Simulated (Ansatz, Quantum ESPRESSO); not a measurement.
# graphene, 3 layers, AB stacking against a metal electrode: the electrode's level over the Fermi level at a withheld member of a series

Method. Quantum ESPRESSO 7.5, PBE, GBRV ultrasoft. The slab is relaxed neutral under PBE-D3(BJ), then held. ESM with bc3: vacuum below and a metal electrode about 6 Å above the top atoms. Fermi-Dirac smearing of 0.004 Ry and a dense mesh. Charges are set per cell from the starting area. The series steps the charge of the slab (positive: electrons removed).

```tsv
charge of the slab	electrode's level over the Fermi level (eV)
1 ×10¹³ e/cm²	5.324
2 ×10¹³ e/cm²	6.307
3 ×10¹³ e/cm²	7.263
4.5 ×10¹³ e/cm²	8.673
6 ×10¹³ e/cm²	10.065
7 ×10¹³ e/cm²	10.988
```

One more run was made and is withheld. What is the electrode's level over the Fermi level at 8 ×10¹³ e/cm²?

**Worked estimate.** The rows at 6 ×10¹³ e/cm² and 7 ×10¹³ e/cm² give a slope of (10.988 − (10.065))/(7 − (6)) = 0.923, so a straight line gives 11.911 eV. A parabola through these and the row at 4.5 ×10¹³ e/cm² gives 11.907 eV.

**Check.** 11.910 eV. The line misses by +0.001 and the parabola by −0.003 eV. Both misses are under 5 % of the step from the nearer row.

**Limits.** Vacuum fills the gap; ions don't answer the charge; added electrons can spill towards the electrode at the most negative charges. Members without a usable value, or on the other side of zero field or charge, are not listed.

[Logs are printed without paths, hosts, clocks, repeated set-up lines and the standing remarks that a program may print on its own settings, such as how far it seeks lower states.]
